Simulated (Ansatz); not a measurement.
# The perfect V wire along [111], 13 atoms a period, part 2 of 2

Wanted: the relaxed geometry and the bands of the V wire along [111], 13 atoms a period.

Ansatz 0.2.0; DFT PBE, plane waves, PAW; relaxation of a wire's period; PAW set soft_1 (the session's first sound run).

So far: The starting structure; Relaxation of atoms and period.

### 2. Relaxation of atoms and period (continued)

Relaxation path:

```
step  energy less that of the first step (eV)  largest force component (eV/Å)  pressure (GPa)  volume (Å³)
   1                                   0.0000                          1.6132           -4.73       557.99
   2                                  -1.6186                          0.1408           -0.47       539.48
   3                                  -1.7167                          0.2242           -0.01       530.23
   4                                  -1.8607                          0.3578            0.86       502.97
   5                                  -1.9132                          0.1672            0.08       507.49
   6                                  -1.9335                          0.0159           -0.05       504.58
  7*                                  -1.9185                          0.0150           -0.04       504.58
```

Relaxation steps marked * repeat the geometry before them on a plane-wave basis chosen anew for their cell, so energy and pressure can jump there.

Forces are held to the 4 operations that the run works with; a distortion that breaks them can't arise in this run.

```csv
cell as run,before,after,change
c (Å),2.589,2.342,-9.6 %
```

The atoms that moved most (Å, along periodic axes as changes of fractional coordinates times the final cell, across vacuum about the mean position):

```
atom      dx      dy      dz  length
  V9   0.000  -0.124  -0.078   0.147
  V6   0.000   0.124   0.078   0.147
  V7   0.106  -0.063   0.076   0.145
 V10   0.106   0.063  -0.076   0.145
  V5  -0.106  -0.063   0.076   0.145
  V8  -0.106   0.063  -0.076   0.145
 V13  -0.060   0.000   0.000   0.060
  V1   0.060   0.000   0.000   0.060
```

This step gave:

```yaml
energy_at_zero_smearing: -37846.7883 eV
cell_length_along_the_wire: 2.342 Å
```

The cell's length comes to 2.342 Å with spin left out.

### 3. The perfect wire

This step: DFT PBE, plane waves, PAW; bands of a perfect wire; PAW set soft_1 (Ansatz 0.2.0).

At the relaxed period the bands are computed along the axis; those that cross an energy going forward count the channels that a perfect wire would open there.

File input.yaml:

```yaml
crystal:
  lattice:
    - [15.257, 0.0, 0.0]
    - [0.0, 14.124, 0.0]
    - [0.0, 0.0, 2.341564557]
  atoms:
    - { symbol: V, position: [0.22675285, 0.5, 0.0] }
    - { symbol: V, position: [0.363291854, 0.755806616, 0.000613456] }
    - { symbol: V, position: [0.5, 0.5, 0.0] }
    - { symbol: V, position: [0.636708146, 0.755806616, 0.000613456] }
    - { symbol: V, position: [0.354464018, 0.409148609, 0.365956017] }
    - { symbol: V, position: [0.5, 0.681662371, 0.366579857] }
    - { symbol: V, position: [0.645535982, 0.409148609, 0.365956017] }
    - { symbol: V, position: [0.354464018, 0.590851391, 0.634043983] }
    - { symbol: V, position: [0.5, 0.318337629, 0.633420143] }
    - { symbol: V, position: [0.645535982, 0.590851391, 0.634043983] }
    - { symbol: V, position: [0.363291854, 0.244193384, 0.999386544] }
    - { symbol: V, position: [0.636708146, 0.244193384, 0.999386544] }
    - { symbol: V, position: [0.77324715, 0.5, 0.0] }
kpoints:
  mp_grid: { grid: [1, 1, 35] }
  band_path: { path: ["Γ", Z], npoints: 90 }
scf:
  occupations: { method: fermi_dirac, width: 0.05 }
hamiltonian:
  xc: pbe
  pseudopotentials: { kind: paw, azcp: { folder: soft_1 } }
output:
  dos: { e_range: [-5, 4] }
  write_potential: true
  write_density: true
  volumetric_format: npy
```

Started as:

```
$ ansatz run input.yaml --threads 4 --pin off --max-ram 16384MiB --backend cpu --events-out ev --progress --plain --runs-dir out
```

Numbers of over 12 decimals in the logs are rounded to 6 here.

Log:

```text
[...]
Crystal: 13 atoms, lattice volume = 504.583 Å³
Basis set: ecut = 420 eV, 9775 PW (Γ)
Bands: 102, of which v1, the nominal top of the filled ones, is band 85 counted from 1 (84 counted from 0)
Symmetry: 4 space group operations
[...]
k-points: 18 of 35
[...]
SCF iter   1: F=—  HF=-37869.482771 eV  |F-HF|=—  |Δ(HF+E_count)|=         —  Δρ=8.61e-2  dr2=2.72e2  ethr=3.10e-3  ⟨swp⟩=9.8  Hψ=8678  notcnv=0  defer=5
[...]
SCF iter  15: F=-37846.859243 eV  HF=-37846.859243 eV  |F-HF|=1.25e-8  |Δ(HF+E_count)|=   1.26e-7  Δρ=3.76e-6  dr2=8.93e-8  ethr=5.92e-11  ⟨swp⟩=20.6  Hψ=8173  notcnv=0
SCF 1 converged in 15 iterations: F = -37846.859243 eV  dr2 = 8.93e-8
[...]
NSCF: frozen V_eff on 91 k-points
WARN: The output density's exchange-correlation potential varies sharply where the density is thin. Do not read a vacuum level from v_tot or v_xc, or from such a field of the output density. On a cell that repeats whose density bears no net charge and no dipole along the vacuum's axis use v_es (v_loc + v_h of the components); under efield.dipole_correction with no amplitude use v_es + v_field, which holds any externa [...]
SCF converged after 15 iterations
Free energy (F): -37846.859243 eV
[...]
Internal energy: -37846.716046 eV  (E = F + TS)
E sigma→0 (E₀):  -37846.787644 eV
Entropy (-TS):   -0.143198 eV (-11.015 meV/atom)
Fermi energy:    3.561085 eV
[...]
--- Band table (eV; the first three rows and the last of 18) ---
  k-point 0: bands = [... 81 lower, 2.7137, 2.8130, 2.8783, 3.1703, 3.1787, 3.2885, 3.2904, 3.5266, ... 13 higher]
  k-point 1: bands = [... 81 lower, 2.7215, 2.8189, 2.8823, 3.1698, 3.1778, 3.2819, 3.2836, 3.5346, ... 13 higher]
  k-point 2: bands = [... 81 lower, 2.8025, 2.8375, 2.8951, 3.1682, 3.1749, 3.2627, 3.2638, 3.5580, ... 13 higher]
  k-point 17: bands = [... 81 lower, 3.8919, 4.0377, 4.0386, 4.3312, 4.6395, 4.6408, 4.6895, 4.7741, ... 13 higher]
```

Wall time 50 s (4 threads of AMD EPYC 9R14 (Zen 4), shared host); peak memory 2.8 GiB.

Numbers from this step:

| Item | Value |
| --- | --- |
| energy at zero smearing | -37846.7876 eV |
| band gap | 0 eV |

Electronic bands along the path, in eV, zero at the Fermi level; # counts the bands kept:

```
  point    #29    #30    #31    #32    #33    #34    #35    #36
      Γ  -0.87  -0.85  -0.75  -0.68  -0.39  -0.38  -0.27  -0.27
halfway  -0.26  -0.26   0.01   0.02   0.06   0.09   0.10   0.10
      Z   0.34   0.34   0.48   0.48   0.76   1.09   1.09   1.14
```

Between Γ and Z the bands cross the Fermi level 15 times, so a perfect wire would conduct at least 15 G₀, with spin left out.

### 4. What came out

| Item | Value |
| --- | --- |
| cell length, PBE | 2.342 Å |
| ballistic conductance by band crossings, a lower bound, PBE | 15 G₀ |

In words: Under PBE the cell's length is 2.34 Å, and the bands cross the Fermi level 15 times between Γ and Z, which gives a perfect wire at least 15 G₀ (opposite crossings within one step of the path cancel in such a count). No spin was allowed, though thin wires with open d shells can turn magnetic.

[Logs are printed without paths, hosts, clocks, repeated set-up lines and the standing remarks that a program may print on its own settings, such as how far it seeks lower states.]

[Hosts, paths, dates, database ids (printed as entryN), source tags and the programs' standing remarks are cut or masked in the printed files.]
